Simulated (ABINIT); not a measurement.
## Quasiparticle gap of PbF2 (Fluorocronite) in ABINIT

How does a plane-wave GW calculation on PbF2 (Fluorocronite) run from the first input to the gap?

Calculated with ABINIT 10.8.3; PBE and many-body steps on it, plane waves.

This is a report of a sequence of runs, with most program output left out.

The database entry behind the starting cell differs from later determinations by our own check (0.1 to 0.3 % short, probably kX units), so it need not match the best structure at ambient conditions.

## Step 1: The structure

The structure is cubic, space group Fm-3m (No. 225). Conventional cell: a = 5.927 Å, b = 5.927 Å, c = 5.927 Å, α = 90.00°, β = 90.00°, γ = 90.00°. Nearest to Pb lie 8 F at 2.57 Å. F has 4 Pb at 2.57 Å nearest. Farther neighbours and most contacts between anions are not listed.

The cell and positions come from the Crystallography Open Database and are kept as given unless a step says otherwise. This is not the form that PbF2 usually takes at ambient conditions.

## Step 2: Ground state

This step: ABINIT 10.8.3; DFT, PBE with spin-orbit coupling, plane waves, norm-conserving pseudopotentials.

The ground-state density comes first.

run.abi

```
acell 3*1.0 Angstrom
rprim 
  -0.000000000000 2.963660000000 2.963660000000
  2.963660000000 0.000000000000 2.963660000000
  2.963660000000 2.963660000000 -0.000000000000
ntypat 2
znucl 82 9
natom 3
typat 1 2 2
xred 
  0.000000000000 0.000000000000 0.000000000000
  0.250000000000 0.250000000000 0.250000000000
  0.750000000000 0.750000000000 0.750000000000
pp_dirpath "pseudos"
pseudos "Pb.upf, F.upf"
ecut 36
nspinor 2
ngkpt 6 6 6
nshiftk 1
shiftk 0 0 0
kptopt 1
chksymbreak 0
nband 46
occopt 1
tolvrs 1e-10
nstep 60
prtwf 0
optforces 0
optstress 0
indata_prefix "in"
outdata_prefix "out"
tmpdata_prefix "tmp"
```

Started as:

```sh
$ OMP_NUM_THREADS=1 mpirun -n 8 abinit run.abi > log
```

The job ended after 44 s (8 MPI ranks of Arm Neoverse V2, shared host; peak memory 0.71 GiB; 5.9 min of CPU time).

This step gave:

```
total energy               : -7058.2962 eV
gap                        : 4.084 eV
k of the valence top       : -0.3333, 0.3333, 0.1667
k of the conduction bottom : 0.5, 0.5, 0
least direct gap           : 4.199 eV
```

The gap is indirect, with the least direct gap 0.11 eV higher.

## Step 3: Bands along the symmetry lines

Levels along a band path, at the cheap level, show where the edges lie and whether the meshes to come will hold them.

run.abi

```
acell 3*1.0 Angstrom
rprim 
  -0.000000000000 2.963660000000 2.963660000000
  2.963660000000 0.000000000000 2.963660000000
  2.963660000000 2.963660000000 -0.000000000000
ntypat 2
znucl 82 9
natom 3
typat 1 2 2
xred 
  0.000000000000 0.000000000000 0.000000000000
  0.250000000000 0.250000000000 0.250000000000
  0.750000000000 0.750000000000 0.750000000000
pp_dirpath "pseudos"
pseudos "Pb.upf, F.upf"
ecut 36
nspinor 2
iscf -2
irdden 1
kptopt 0
nkpt 26
kpt 
  0.00000000 0.00000000 0.00000000
  0.12500000 0.00000000 0.12500000
  0.25000000 0.00000000 0.25000000
  0.37500000 0.00000000 0.37500000
  0.50000000 0.00000000 0.50000000
  0.53125000 0.06250000 0.53125000
  0.56250000 0.12500000 0.56250000
  0.59375000 0.18750000 0.59375000
  0.62500000 0.25000000 0.62500000
  0.37500000 0.37500000 0.75000000
  0.28125000 0.28125000 0.56250000
  0.18750000 0.18750000 0.37500000
  0.09375000 0.09375000 0.18750000
  0.00000000 0.00000000 0.00000000
  0.12500000 0.12500000 0.12500000
  0.25000000 0.25000000 0.25000000
  0.37500000 0.37500000 0.37500000
  0.50000000 0.50000000 0.50000000
  0.50000000 0.43750000 0.56250000
  0.50000000 0.37500000 0.62500000
  0.50000000 0.31250000 0.68750000
  0.50000000 0.25000000 0.75000000
  0.50000000 0.18750000 0.68750000
  0.50000000 0.12500000 0.62500000
  0.50000000 0.06250000 0.56250000
  0.50000000 0.00000000 0.50000000
istwfk *1
nband 52
nbdbuf 6
tolwfr 1e-08
nstep 40
prtwf 0
prtvol 0
indata_prefix "in"
outdata_prefix "out"
tmpdata_prefix "tmp"
```

Elapsed: 38 s, on 8 MPI ranks; peak memory 0.69 GiB.

Numbers from this step:

| Item | Value |
| --- | --- |
| gap | 4.059 eV |
| k of the valence top | 0.5, 0.25, 0.75 |
| k of the conduction bottom | 0.5, 0, 0.5 |
| least direct gap | 4.199 eV |

The gap is 4.059 eV, −0.026 eV from the run before at this level.

Electronic bands along the path, in eV, zero at the top of the highest filled band:

| point | band 33 | band 34 | band 35 | band 36 | band 37 | band 38 | band 39 | band 40 |
| --- | --- | --- | --- | --- | --- | --- | --- | --- |
| Γ | -1.97 | -1.97 | -1.97 | -1.97 | 5.04 | 5.04 | 7.46 | 7.46 |
| halfway | -1.74 | -1.74 | -0.98 | -0.98 | 4.56 | 4.56 | 6.88 | 6.88 |
| X | -1.57 | -1.57 | -0.14 | -0.14 | 4.06 | 4.06 | 7.29 | 7.29 |
| halfway | -1.59 | -1.59 | -0.10 | -0.10 | 4.28 | 4.28 | 7.12 | 7.12 |
| U | -1.61 | -1.61 | -0.03 | -0.03 | 4.76 | 4.76 | 6.68 | 6.68 |
| jump to K | -1.61 | -1.61 | -0.03 | -0.03 | 4.76 | 4.76 | 6.68 | 6.68 |
| halfway | -1.76 | -1.76 | -0.65 | -0.65 | 4.83 | 4.83 | 6.75 | 6.75 |
| Γ | -1.97 | -1.97 | -1.97 | -1.97 | 5.04 | 5.04 | 7.46 | 7.46 |
| halfway | -2.08 | -2.08 | -0.87 | -0.87 | 4.85 | 4.85 | 6.79 | 6.79 |
| L | -2.17 | -2.17 | -0.04 | -0.04 | 4.64 | 4.64 | 6.93 | 6.93 |
| halfway | -1.81 | -1.81 | -0.04 | -0.04 | 4.90 | 4.90 | 6.65 | 6.65 |
| W | -1.53 | -1.53 | 0.00 | 0.00 | 5.02 | 5.02 | 6.56 | 6.56 |
| halfway | -1.55 | -1.55 | -0.07 | -0.07 | 4.47 | 4.47 | 7.01 | 7.01 |
| X | -1.57 | -1.57 | -0.14 | -0.14 | 4.06 | 4.06 | 7.29 | 7.29 |

## Step 4: Empty states on the mesh, 4×4×4 mesh, 140 bands

The sums over transitions need many empty states on a uniform mesh; this step solves for them.

run.abi

```
acell 3*1.0 Angstrom
rprim 
  -0.000000000000 2.963660000000 2.963660000000
  2.963660000000 0.000000000000 2.963660000000
  2.963660000000 2.963660000000 -0.000000000000
ntypat 2
znucl 82 9
natom 3
typat 1 2 2
xred 
  0.000000000000 0.000000000000 0.000000000000
  0.250000000000 0.250000000000 0.250000000000
  0.750000000000 0.750000000000 0.750000000000
pp_dirpath "pseudos"
pseudos "Pb.upf, F.upf"
ecut 36
nspinor 2
ngkpt 4 4 4
nshiftk 1
shiftk 0 0 0
kptopt 1
chksymbreak 0
iscf -2
irdden 1
istwfk *1
nband 140
nbdbuf 12
tolwfr 1e-09
nstep 60
prtvol 0
indata_prefix "in"
outdata_prefix "out"
tmpdata_prefix "tmp"
```

Wall time 43 s (8 MPI ranks); peak memory 0.75 GiB; 5.7 min of CPU time.

This step gave:

```yaml
gap: 4.059 eV
k_of_the_valence_top: -0.25, 0.5, 0.25
k_of_the_conduction_bottom: 0.5, 0.5, 0
least_direct_gap: 4.199 eV
k_points_computed: 8
lowest_point_of_the_top_converged_band_above_the_valence_top: 47.41 eV
```

On this mesh the gap is 4.059 eV.

## Step 5: Screening, 4×4×4 mesh, 128 bands, screening to 119.7 eV

The RPA dielectric matrix is built and inverted for each q.

This step: RPA screening on PBE with spin-orbit coupling, plane waves, norm-conserving pseudopotentials.

Changes to run.abi since step 4:

```diff
@@ -22,10 +22,11 @@
 chksymbreak 0
-iscf -2
-irdden 1
 istwfk *1
-nband 140
-nbdbuf 12
-tolwfr 1e-09
-nstep 60
-prtvol 0
+occopt 1
+irdwfk 1
+optdriver 3
+nband 128
+ecuteps 4.4
+inclvkb 0
+awtr 1
+symchi 1
 indata_prefix "in"
```

The job ended after 89 s (8 MPI ranks; peak memory 3.5 GiB).

This step gave:

| Item | Value |
| --- | --- |
| ε∞ with local fields, on this mesh, along the program's q direction | 3.932 |
| the same without local fields | 4.544 |
| plasma frequency | 30.88 eV |
| plane waves in the screening matrix | 169 |

Local fields lower ε∞ by 13 %. On a Γ-centred mesh this coarse the value itself is usually too large, while a short band sum pulls it down.

## Step 6: Self-energy, 4×4×4 mesh, 128 bands, screening to 119.7 eV

The self-energy is evaluated for the states that the input lists, and the levels follow from it, in one-shot runs by the linearised quasiparticle equation.

This step: G0W0 on PBE with spin-orbit coupling, plane waves, norm-conserving pseudopotentials.

Changes to run.abi since step 5:

```diff
@@ -25,8 +25,19 @@
 irdwfk 1
-optdriver 3
+optdriver 4
 nband 128
+gwcalctyp 0
+ecutsigx 36
+symsigma 0
+nkptgw 3
+kptgw 
+  -0.2500000000 0.5000000000 0.2500000000
+  0.5000000000 0.5000000000 0.0000000000
+  0.0000000000 0.0000000000 0.0000000000
+bdgw 
+  33 40
+  33 40
+  33 42
 ecuteps 4.4
-inclvkb 0
-awtr 1
-symchi 1
+irdscr 1
+ppmodel 1
 indata_prefix "in"
```

Wall time 1.9 min (8 MPI ranks); peak memory 2.8 GiB.

This step gave:

* G0W0 gap on the points computed: 5.822 eV
* starting gap on the mesh: 4.059 eV
* k of the valence top: -0.25, 0.5, 0.25
* k of the conduction bottom: 0.5, 0.5, 0
* Z at the valence top: 0.802
* Z at the conduction bottom: 0.857
* least direct G0W0 gap on the computed points: 6.019 eV

The gap on the mesh goes from 4.06 eV to 5.82 eV, a correction of +1.76 eV. The start differs from the 4.08 eV found before because the two sample other k points.

Limits: finite bands, cutoff and mesh; screening head approximate; coarse k mesh. v1 is the top filled band, c1 the lowest empty one. Levels before and after the correction, in eV, zero at the valence-band top of each column:

|  | conduction bottom | valence top |
| --- | --- | --- |
| Kohn-Sham | 4.06 | 0.00 |
| G0W0 | 5.82 | 0.00 |

|  | level | energy (eV) |
| --- | --- | --- |
| Kohn-Sham | (-0.25 0.5 0.25) v3 | -1.534 |
| Kohn-Sham | (-0.25 0.5 0.25) v2-v1 | 0.000 |
| Kohn-Sham | (-0.25 0.5 0.25) c1-c2 | 5.024 |
| Kohn-Sham | (-0.25 0.5 0.25) c3 | 6.563 |
| Kohn-Sham | (0.5 0.5 0) v3 | -1.567 |
| Kohn-Sham | (0.5 0.5 0) v2-v1 | -0.140 |
| Kohn-Sham | (0.5 0.5 0) c1-c2 | 4.059 |
| Kohn-Sham | (0.5 0.5 0) c3 | 7.295 |
| G0W0 | (-0.25 0.5 0.25) v3 | -1.671 |
| G0W0 | (-0.25 0.5 0.25) v2-v1 | 0.000 |
| G0W0 | (-0.25 0.5 0.25) c1-c2 | 7.206 |
| G0W0 | (-0.25 0.5 0.25) c3 | 8.414 |
| G0W0 | (0.5 0.5 0) v3 | -1.715 |
| G0W0 | (0.5 0.5 0) v2-v1 | -0.197 |
| G0W0 | (0.5 0.5 0) c1-c2 | 5.822 |
| G0W0 | (0.5 0.5 0) c3 | 9.623 |

## Step 7: Where the time went

Times are wall times on 8 MPI ranks of Arm Neoverse V2, shared host, good to a factor of about two.

| step | time | share | memory (GiB) |
| --- | --- | --- | --- |
| ground state | 44 s | 14 % | 0.71 |
| bands along the symmetry lines | 38 s | 12 % | 0.69 |
| empty states on the mesh | 43 s | 13 % | 0.75 |
| screening | 89 s | 27 % | 3.5 |
| self-energy | 1.9 min | 34 % | 2.8 |

## Step 8: Summary of results

| Property | Result |
| --- | --- |
| PBE gap | 4.06 eV, indirect |
| G0W0 gap on the mesh | 5.82 eV |
| GW settings | 4×4×4 mesh, 128 bands, screening to 119.7 eV, Godby-Needs plasmon pole |
| known limits | not at the basis limit; screening head approximate; coarse k mesh |

**Reading.** G0W0 moves the gap on the mesh from 4.06 eV to 5.82 eV (+1.76 eV), with Z of 0.80 and 0.86 at the edges. Local fields lower the RPA ε∞ on this mesh from 4.54 to 3.93; a Γ-centred mesh this coarse tends to raise both, most where the direct gap is narrow, while a short band sum lowers them. Only 3 of the mesh's irreducible points were corrected, so a valley elsewhere could overtake. Bands and cutoff are finite, so the gap is not at the basis limit. The miss can reach some tenths of an eV and take either sign; the mesh is an error of its own. In the G0W0 run levels were corrected at 3 k points alone, so a gap called «on the mesh» is the least over those, and an edge elsewhere would be missed. The 4×4×4 mesh is coarse for this cell, which bears on the long-range parts of exchange and screening. The long-wavelength limit of the screening leaves out the non-local commutator, which shifts ε∞.

[Paths, hosts, dates, memory and timing lines, banners, echoed tables and standing remarks are left out of the program output.]

[Logs are printed without paths, hosts, clocks, repeated set-up lines and the standing remarks that a program may print on its own settings, such as how far it seeks lower states.]

[Runs of the session that timed out or met a known fault of the program may be left out.]

[Hosts, paths, dates, database ids (printed as entryN), source tags and the programs' standing remarks are cut or masked in the printed files.]

[G0W0 gaps are taken among the corrected bands and points alone; a level outside them can change the order at an edge.]

[Where Ansatz stands beside ABINIT at settings called matched, ABINIT's density can come from a denser mesh and the files from another edition; pairs whose starting gaps differed by over 0.03 eV were left out, so agreement reads better than it is.]
